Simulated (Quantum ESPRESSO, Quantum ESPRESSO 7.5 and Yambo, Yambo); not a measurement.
## BAs (F-43m): Bethe-Salpeter spectra with Yambo

Aim: follow the lowest exciton of BAs (F-43m) as the mesh is refined.

Program: Quantum ESPRESSO 7.5 and Yambo 5.3.0. Level of theory: PBE and many-body steps on it, plane waves. Results are calculated unless marked as measured.

Most raw output is cut from this account.

### 1. Set-up

Symmetry: F-43m, No. 216, cubic system. Conventional cell: a = 4.777 Å, b = 4.777 Å, c = 4.777 Å, α = 90.00°, β = 90.00°, γ = 90.00°. Nearest to B lie 4 As at 2.07 Å. As has 4 B at 2.07 Å nearest. Farther neighbours are not listed.

The cell and positions come from the Crystallography Open Database and are kept as given unless a step says otherwise.

### 2. Empty states on the mesh, 4×4×4 mesh, 74 bands

This step: Quantum ESPRESSO 7.5; DFT, PBE, plane waves, norm-conserving pseudopotentials.

The sums over transitions need many empty states on a uniform mesh; this step solves for them.

File pw.in:

```
&control
  calculation = 'nscf'
  prefix = 'x'
  outdir = 'o'
  pseudo_dir = 'pseudo'
/
&system
  ibrav = 0
  nat = 2
  ntyp = 2
  ecutwfc = 100.0
  nbnd = 74
  force_symmorphic = .true.
/
&electrons
  conv_thr = 1e-9
  electron_maxstep = 80
  diago_full_acc = .true.
  diago_thr_init = 5e-6
/
ATOMIC_SPECIES
  B 10.81 B.upf
  As 74.922 As.upf
CELL_PARAMETERS angstrom
  -0.0000000000 2.3885000000 2.3885000000
  2.3885000000 -0.0000000000 2.3885000000
  2.3885000000 2.3885000000 -0.0000000000
ATOMIC_POSITIONS crystal
  B 0.0000000000 0.0000000000 0.0000000000
  As 0.2500000000 0.2500000000 0.2500000000
K_POINTS automatic
  4 4 4 0 0 0
```

Launch:

```sh
OMP_NUM_THREADS=1 mpirun -n 4 pw.x -nk 4 -in pw.in > pw.out
```

The job ended after 3.7 s (4 MPI ranks of Arm Neoverse V2, shared host; peak memory 0.27 GiB; 15 s of CPU time).

Numbers from this step:

* gap: 1.451 eV
* k of the valence top: 0, 0, 0
* k of the conduction bottom: 0, -0.5, -0.5
* least direct gap: 3.289 eV
* k points computed: 8
* lowest point of the top converged band, above the valence top: 86.3992 eV

On this mesh the gap is 1.451 eV.

The density comes from a self-consistent run that is not shown.

### 3. Conversion and set-up

This step: Yambo 5.3.0; conversion and set-up on PBE, plane waves, norm-conserving pseudopotentials.

The states are converted to the many-body program's format and the q mesh is built.

Launch:

```sh
(cd o/x.save; p2y > p2y.log; mv SAVE ../..); yambo > setup.log
```

Elapsed: 2.1 s, on 1 MPI rank; peak memory 0.24 GiB.

### 4. Screening and self-energy, 4×4×4 mesh, 74 bands, screening to 163.3 eV

G0W0 replaces the xc potential by the self-energy, built once from these orbitals. Only a window of levels is corrected, while the sums run over the empty bands that the input names.

This step: G0W0 on PBE, plane waves, norm-conserving pseudopotentials.

File gw1.in:

```
HF_and_locXC
gw0
dyson
ppa
em1d
rim_cut
RandQpts= 1000000
RandGvec= 1 RL
EXXRLvcs= 100 Ry
VXCRLvcs= 400 Ry
Chimod= "HARTREE"
% BndsRnXp
 1 | 74 |
%
NGsBlkXp= 12 Ry
% LongDrXp
 1 | 1 | 1 |
%
% GbndRnge
 1 | 74 |
%
DysSolver= "n"
ExtendOut
PPAPntXp= 27.21138 eV
% QPkrange
 1 | 1 | 12 | 15 |
 7 | 7 | 12 | 15 |
%
```

Launch:

```sh
OMP_NUM_THREADS=1 mpirun -n 4 yambo -F gw1.in -J gw1 -C gw1 > gw1.log
```

Run time: 30 s. Hardware: 4 MPI ranks; peak memory 1.4 GiB; 1.9 min of CPU time.

This step gave:

- G0W0 gap on the points computed: 1.924 eV
- starting gap on the mesh: 1.451 eV
- k of the valence top: 0, 0, 0
- k of the conduction bottom: 0, -0.5, -0.5
- least direct G0W0 gap on the computed points: 4.109 eV

The gap on the mesh goes from 1.45 eV to 1.92 eV, a correction of +0.47 eV.

The gap opens by 0.474 eV; the next steps shift the empty bands rigidly by 0.820 eV, the correction at the start's least direct gap.

### 5. Empty states on the mesh, 4×4×4 mesh, 21 bands

This step: Quantum ESPRESSO 7.5; DFT, PBE, plane waves, norm-conserving pseudopotentials.

pw.in: that of step 2 with these lines changed.

```diff
@@ -11,3 +11,3 @@
   ecutwfc = 100.0
-  nbnd = 74
+  nbnd = 21
   force_symmorphic = .true.
```

Launch:

```sh
OMP_NUM_THREADS=1 mpirun -n 4 pw.x -nk 4 -in pw.in > pw.out
```

The job ended after 1.3 s (4 MPI ranks; peak memory 0.05 GiB; 4.8 s of CPU time).

This step gave:

```yaml
gap: 1.451 eV
k_of_the_valence_top: 0, 0, 0
k_of_the_conduction_bottom: 0, -0.5, -0.5
least_direct_gap: 3.289 eV
k_points_computed: 8
lowest_point_of_the_top_converged_band_above_the_valence_top: 14.46 eV
```

On this mesh the gap is 1.451 eV.

### 6. Conversion and set-up

This step: Yambo 5.3.0; conversion and set-up on PBE, plane waves, norm-conserving pseudopotentials.

Launch:

```sh
(cd o/x.save; p2y > p2y.log; mv SAVE ../..); yambo > setup.log
```

It took 2 s on 1 MPI rank; peak memory 0.24 GiB.

### 7. Excitons

Light makes an electron and a hole together. The Bethe-Salpeter equation adds their screened attraction and their exchange, in a window of bands around the gap.

This step: Bethe-Salpeter equation on PBE with a scissors shift, plane waves, norm-conserving pseudopotentials.

File bse3.in:

```
optics
bss
bse
em1s
dipoles
rim_cut
RandQpts= 1000000
RandGvec= 1 RL
Chimod= "HARTREE"
BSKmod= "SEX"
BSEmod= "resonant"
BSSmod= "d"
BSENGexx= 20 Ry
BSENGBlk= 4 Ry
% BSEQptR
 1 | 1 |
%
% BSEBands
 11 | 17 |
%
% BEnRange
 0 | 6 | eV
%
% BDmRange
 0.1 | 0.1 | eV
%
BEnSteps= 121
% BLongDir
 1 | 0 | 0 |
%
% BndsRnXs
 10 | 21 |
%
NGsBlkXs= 4 Ry
% LongDrXs
 1 | 1 | 1 |
%
% KfnQP_E
 0.82 | 1.0 | 1.0 |
%
WRbsWF
FFTGvecs= 45 Ry
```

Launch:

```sh
OMP_NUM_THREADS=1 mpirun -n 4 yambo -F bse3.in -J bse3 -C bse3 > bse3.log
```

Run time: 4.2 s. Hardware: 4 MPI ranks; peak memory 1.1 GiB.

This step gave:

```yaml
transitions_in_the_window: 768
direct_gap_of_the_transition_levels: 4.109 eV
lowest_state: 3.888 eV
first_strong_exciton_over_a_fiftieth_of_the_strongest_listed: 3.898 eV
binding_of_the_lowest_state_below_the_direct_gap: 0.2207 eV
coulomb_term_of_one_mesh_cell: 0.2364 eV
```

The binding is 0.93 times the screened Coulomb term of one mesh cell (0.24 eV), so it is not shown settled.

The lowest state lies at 3.888 eV, 0.221 eV under the direct gap.

Lines within 3 meV are set at the lowest of them, and the highest group, which the list may cut short, is left out. Exciton lines, with heights relative to the strongest:

```
position (eV)  lines merged  strength, relative
        3.888             3                 0.9
        3.898             3                  30
        3.926             2                 0.2
        3.959             1                 0.0
        4.726             3                 100
        4.789             3                 0.0
        4.827             2                 0.0
        4.847             3                 0.3
        4.859             3                 0.0
```

The ε₂ has structure finer than the step of the table below, so its rows give means over 0.2 eV, whole bins alone (the curve runs from 0 to 6 eV). Peaks (eV: height): BSE 3.90: 46.3, 4.75: 140, 5.95: 104; no electron-hole interaction 4.10: 26.2, 5.05: 68.2.

Field along x; broadening 0.1 eV; transition window only. Limits: finite bands, cutoff and mesh; no spin-orbit coupling; coarse k mesh; exciton not shown settled in the k mesh. Table of ε₂ by photon energy; means over each step:

```
photon energy (eV)    BSE  no electron-hole interaction
               0.2  0.152                         0.114
               0.4  0.166                         0.123
               0.6  0.182                         0.134
               0.8  0.201                         0.145
               1.0  0.223                         0.159
               1.2  0.249                         0.175
               1.4  0.280                         0.193
               1.6  0.317                         0.214
               1.8  0.364                         0.240
               2.0  0.422                         0.270
               2.2  0.496                         0.308
               2.4  0.594                         0.356
               2.6  0.729                         0.417
               2.8  0.923                         0.499
               3.0   1.22                         0.615
               3.2   1.75                         0.788
               3.4   2.86                          1.08
               3.6   6.34                          1.69
               3.8   26.4                          3.53
               4.0   27.3                          14.2
               4.2   10.7                          16.3
               4.4   16.2                          5.54
               4.6   67.3                          5.79
               4.8   98.3                          13.2
               5.0   34.5                          51.0
               5.2   21.4                          55.8
               5.4   11.6                          33.4
               5.6   12.0                          13.7
               5.8   40.6                          8.60
```

### 8. Triplet (no exchange term)

bse4.in, as its differences from bse3.in of step 7:

```diff
@@ -12,3 +12,3 @@
 BSSmod= "d"
-BSENGexx= 20 Ry
+BSENGexx= 1 RL
 BSENGBlk= 4 Ry
```

Launch:

```sh
OMP_NUM_THREADS=1 mpirun -n 4 yambo -F bse4.in -J bse4,bse3_W -C bse4 > bse4.log
```

Run time: 2.4 s. Hardware: 4 MPI ranks; peak memory 1.1 GiB; 9.3 s of CPU time.

The lowest triplet lies at 3.866 eV; without spin-orbit coupling triplets are dark, so no spectrum is read.

### 9. Empty states on the mesh, 6×6×6 mesh, 21 bands

This step: Quantum ESPRESSO 7.5; DFT, PBE, plane waves, norm-conserving pseudopotentials.

pw.in: that of step 5 with these lines changed.

```diff
@@ -31,2 +31,2 @@
 K_POINTS automatic
-  4 4 4 0 0 0
+  6 6 6 0 0 0
```

Launch:

```sh
OMP_NUM_THREADS=1 mpirun -n 4 pw.x -nk 4 -in pw.in > pw.out
```

It took 1.7 s on 4 MPI ranks; peak memory 0.05 GiB; 6.7 s of CPU time.

Numbers from this step:

| Quantity | Value |
| --- | --- |
| gap | 1.292 eV |
| k of the valence top | 0, 0, 0 |
| k of the conduction bottom | 0, 0.3333, 0.3333 |
| least direct gap | 3.289 eV |
| k points computed | 16 |
| lowest point of the top converged band, above the valence top | 13.70 eV |

On this mesh the gap is 1.292 eV.

### 10. Conversion and set-up

This step: Yambo 5.3.0; conversion and set-up on PBE, plane waves, norm-conserving pseudopotentials.

Launch:

```sh
(cd o/x.save; p2y > p2y.log; mv SAVE ../..); yambo > setup.log
```

Elapsed: 2.2 s, on 1 MPI rank; peak memory 0.24 GiB.

### 11. k mesh (6×6×6)

This step: Bethe-Salpeter equation on PBE with a scissors shift, plane waves, norm-conserving pseudopotentials.

bse6.in, as its differences from bse4.in of step 8:

```diff
@@ -12,3 +12,3 @@
 BSSmod= "d"
-BSENGexx= 1 RL
+BSENGexx= 20 Ry
 BSENGBlk= 4 Ry
```

Launch:

```sh
OMP_NUM_THREADS=1 mpirun -n 4 yambo -F bse6.in -J bse6 -C bse6 > bse6.log
```

Run time: 53 s. Hardware: 4 MPI ranks; peak memory 1.5 GiB.

Numbers from this step:

```yaml
transitions_in_the_window: 2592
direct_gap_of_the_transition_levels: 4.109 eV
lowest_state: 3.916 eV
first_strong_exciton_over_a_fiftieth_of_the_strongest_listed: 3.920 eV
binding_of_the_lowest_state_below_the_direct_gap: 0.1929 eV
coulomb_term_of_one_mesh_cell: 0.2104 eV
```

The binding is 0.92 times the screened Coulomb term of one mesh cell (0.21 eV), so it is not shown settled.

The lowest state lies at 3.916 eV, 0.193 eV under the direct gap.

The ε₂ has structure finer than the step of the table below, so its rows give means over 0.2 eV, whole bins alone (the curve runs from 0 to 6 eV). Peaks (eV: height): BSE 3.90: 14.6, 4.55: 56.2, 5.00: 41.1, 5.40: 40.2, 5.85: 58.0; no electron-hole interaction 4.10: 8.49, 4.80: 29.4, 5.20: 22.0, 5.70: 31.1.

Field along x; broadening 0.1 eV; transition window only. Limits: finite bands, cutoff and mesh; no spin-orbit coupling; exciton not shown settled in the k mesh. Table of ε₂ by photon energy; means over each step:

```
photon energy (eV)    BSE  no electron-hole interaction
               0.2  0.103                        0.0789
               0.4  0.112                        0.0849
               0.6  0.122                        0.0916
               0.8  0.134                        0.0992
               1.0  0.147                         0.108
               1.2  0.163                         0.118
               1.4  0.182                         0.129
               1.6  0.204                         0.142
               1.8  0.231                         0.158
               2.0  0.264                         0.176
               2.2  0.305                         0.199
               2.4  0.357                         0.226
               2.6  0.427                         0.261
               2.8  0.522                         0.305
               3.0  0.662                         0.365
               3.2  0.883                         0.450
               3.4   1.30                         0.583
               3.6   2.37                         0.826
               3.8   7.82                          1.47
               4.0   10.8                          4.79
               4.2   7.08                          5.77
               4.4   20.9                          3.48
               4.6   43.3                          8.08
               4.8   20.6                          23.5
               5.0   34.5                          12.3
               5.2   26.0                          19.3
               5.4   36.8                          17.7
               5.6   22.8                          25.9
               5.8   44.0                          20.7
```

### 12. Triplet (no exchange term)

bse7.in, as its differences from bse6.in of step 11:

```diff
@@ -12,3 +12,3 @@
 BSSmod= "d"
-BSENGexx= 20 Ry
+BSENGexx= 1 RL
 BSENGBlk= 4 Ry
```

Launch:

```sh
OMP_NUM_THREADS=1 mpirun -n 4 yambo -F bse7.in -J bse7,bse6_W -C bse7 > bse7.log
```

Elapsed: 50 s, on 4 MPI ranks; peak memory 1.5 GiB.

The lowest triplet lies at 3.908 eV; without spin-orbit coupling triplets are dark, so no spectrum is read.

### 13. Empty states on the mesh, 8×8×8 mesh, 21 bands

This step: Quantum ESPRESSO 7.5; DFT, PBE, plane waves, norm-conserving pseudopotentials.

pw.in: that of step 9 with these lines changed.

```diff
@@ -31,2 +31,2 @@
 K_POINTS automatic
-  6 6 6 0 0 0
+  8 8 8 0 0 0
```

Launch:

```sh
OMP_NUM_THREADS=1 mpirun -n 4 pw.x -nk 4 -in pw.in > pw.out
```

It took 2.8 s on 4 MPI ranks; peak memory 0.21 GiB; 11 s of CPU time.

Numbers from this step:

| Property | Result |
| --- | --- |
| gap | 1.207 eV |
| k of the valence top | 0, 0, 0 |
| k of the conduction bottom | 0, 0.375, 0.375 |
| least direct gap | 3.289 eV |
| k points computed | 29 |
| lowest point of the top converged band, above the valence top | 13.77 eV |

On this mesh the gap is 1.207 eV.

### 14. Conversion and set-up

This step: Yambo 5.3.0; conversion and set-up on PBE, plane waves, norm-conserving pseudopotentials.

Launch:

```sh
(cd o/x.save; p2y > p2y.log; mv SAVE ../..); yambo > setup.log
```

Wall time 2.5 s (1 MPI rank); peak memory 0.25 GiB.

### 15. k mesh (8×8×8)

This step: Bethe-Salpeter equation on PBE with a scissors shift, plane waves, norm-conserving pseudopotentials.

bse9.in, as its differences from bse7.in of step 12:

```diff
@@ -12,3 +12,3 @@
 BSSmod= "d"
-BSENGexx= 1 RL
+BSENGexx= 20 Ry
 BSENGBlk= 4 Ry
@@ -18,3 +18,3 @@
 % BSEBands
- 11 | 17 |
+ 11 | 15 |
 %
```

Launch:

```sh
OMP_NUM_THREADS=1 mpirun -n 4 yambo -F bse9.in -J bse9 -C bse9 > bse9.log
```

Wall time 82 s (4 MPI ranks); peak memory 1.8 GiB; 5.4 min of CPU time.

This step gave:

- transitions in the window: 3072
- direct gap of the transition levels: 4.109 eV
- lowest state: 3.952 eV
- first strong exciton (over a fiftieth of the strongest listed): 3.953 eV
- binding of the lowest state below the direct gap: 0.1571 eV
- Coulomb term of one mesh cell: 0.1740 eV

The binding is 0.90 times the screened Coulomb term of one mesh cell (0.17 eV), so it is not shown settled.

The lowest state lies at 3.952 eV, 0.157 eV under the direct gap.

The window of bands is narrower than in the first exciton run, so this row is not like for like with it.

The program warns that the window of bands cuts a degenerate level, which breaks the symmetry of states and spectrum.

### 16. Triplet (no exchange term)

bse10.in, as its differences from bse9.in of step 15:

```diff
@@ -12,3 +12,3 @@
 BSSmod= "d"
-BSENGexx= 20 Ry
+BSENGexx= 1 RL
 BSENGBlk= 4 Ry
```

Launch:

```sh
OMP_NUM_THREADS=1 mpirun -n 4 yambo -F bse10.in -J bse10,bse9_W -C bse10 > bse10.log
```

The job ended after 77 s (4 MPI ranks; peak memory 1.7 GiB; 5.1 min of CPU time).

The lowest triplet lies at 3.948 eV; without spin-orbit coupling triplets are dark, so no spectrum is read.

The program warns that the window of bands cuts a degenerate level, which breaks the symmetry of states and spectrum.

### 17. Empty states on the mesh, 10×10×10 mesh, 21 bands

This step: Quantum ESPRESSO 7.5; DFT, PBE, plane waves, norm-conserving pseudopotentials.

pw.in: that of step 13 with these lines changed.

```diff
@@ -31,2 +31,2 @@
 K_POINTS automatic
-  8 8 8 0 0 0
+  10 10 10 0 0 0
```

Launch:

```sh
OMP_NUM_THREADS=1 mpirun -n 4 pw.x -nk 4 -in pw.in > pw.out
```

It took 3.6 s on 4 MPI ranks; peak memory 0.22 GiB.

Numbers from this step:

```yaml
gap: 1.194 eV
k_of_the_valence_top: 0, 0, 0
k_of_the_conduction_bottom: 0, 0.4, 0.4
least_direct_gap: 3.289 eV
k_points_computed: 47
lowest_point_of_the_top_converged_band_above_the_valence_top: 13.93 eV
```

On this mesh the gap is 1.194 eV.

### 18. Conversion and set-up

This step: Yambo 5.3.0; conversion and set-up on PBE, plane waves, norm-conserving pseudopotentials.

Launch:

```sh
(cd o/x.save; p2y > p2y.log; mv SAVE ../..); yambo > setup.log
```

Wall time 2.9 s (1 MPI rank); peak memory 0.25 GiB.

### 19. k mesh (10×10×10)

This step: Bethe-Salpeter equation on PBE with a scissors shift, plane waves, norm-conserving pseudopotentials.

bse12.in, as its differences from bse10.in of step 16:

```diff
@@ -12,3 +12,3 @@
 BSSmod= "d"
-BSENGexx= 1 RL
+BSENGexx= 20 Ry
 BSENGBlk= 4 Ry
@@ -18,3 +18,3 @@
 % BSEBands
- 11 | 15 |
+ 12 | 15 |
 %
```

Launch:

```sh
OMP_NUM_THREADS=1 mpirun -n 4 yambo -F bse12.in -J bse12 -C bse12 > bse12.log
```

Run time: 2.9 min. Hardware: 4 MPI ranks; peak memory 2.3 GiB.

This step gave:

- transitions in the window: 4000
- direct gap of the transition levels: 4.109 eV
- lowest state: 3.980 eV
- first strong exciton (over a fiftieth of the strongest listed): 3.980 eV
- binding of the lowest state below the direct gap: 0.1290 eV
- Coulomb term of one mesh cell: 0.1435 eV

The binding is 0.90 times the screened Coulomb term of one mesh cell (0.14 eV), so it is not shown settled.

The lowest state lies at 3.980 eV, 0.129 eV under the direct gap.

The ε₂ has structure finer than the step of the table below, so its rows give means over 0.2 eV, whole bins alone (the curve runs from 0 to 6 eV). Peaks (eV: height): BSE 4.70: 23.8, 5.05: 27.1, 5.85: 43.3; no electron-hole interaction 4.90: 14.0, 5.30: 18.1.

Field along x; broadening 0.1 eV; transition window only. Limits: finite bands, cutoff and mesh; no spin-orbit coupling; exciton not shown settled in the k mesh. ε₂ against photon energy; means over each step:

```
photon energy (eV)     BSE  no electron-hole interaction
               0.2  0.0735                        0.0584
               0.4  0.0796                        0.0627
               0.6  0.0864                        0.0674
               0.8  0.0941                        0.0728
               1.0   0.103                        0.0788
               1.2   0.113                        0.0857
               1.4   0.125                        0.0936
               1.6   0.139                         0.103
               1.8   0.156                         0.113
               2.0   0.176                         0.126
               2.2   0.201                         0.140
               2.4   0.231                         0.158
               2.6   0.270                         0.180
               2.8   0.320                         0.207
               3.0   0.389                         0.242
               3.2   0.486                         0.288
               3.4   0.636                         0.353
               3.6   0.900                         0.453
               3.8    1.58                         0.635
               4.0    3.22                          1.17
               4.2    7.11                          1.94
               4.4    12.5                          4.58
               4.6    17.7                          6.13
               4.8    20.5                          10.7
               5.0    23.7                          11.4
               5.2    21.6                          15.4
               5.4    17.1                          13.7
               5.6    25.4                          11.5
               5.8    37.5                          13.8
```

The window of bands is narrower than in the first exciton run, so this row is not like for like with it.

The program warns that the window of bands cuts a degenerate level, which breaks the symmetry of states and spectrum.

### 20. Triplet (no exchange term)

bse13.in, as its differences from bse12.in of step 19:

```diff
@@ -12,3 +12,3 @@
 BSSmod= "d"
-BSENGexx= 20 Ry
+BSENGexx= 1 RL
 BSENGBlk= 4 Ry
```

Launch:

```sh
OMP_NUM_THREADS=1 mpirun -n 4 yambo -F bse13.in -J bse13,bse12_W -C bse13 > bse13.log
```

Wall time 2.7 min (4 MPI ranks); peak memory 3.6 GiB.

The lowest triplet lies at 3.978 eV; without spin-orbit coupling triplets are dark, so no spectrum is read.

The program warns that the window of bands cuts a degenerate level, which breaks the symmetry of states and spectrum.

[end of part 1 of 2]

[Paths, hosts, dates, memory and timing lines, banners, echoed tables and standing remarks are left out of the program output.]

[Logs are printed without paths, hosts, clocks, repeated set-up lines and the standing remarks that a program may print on its own settings, such as how far it seeks lower states.]

[Runs of the session that timed out or met a known fault of the program may be left out.]

[Hosts, paths, dates, database ids (printed as entryN), source tags and the programs' standing remarks are cut or masked in the printed files.]
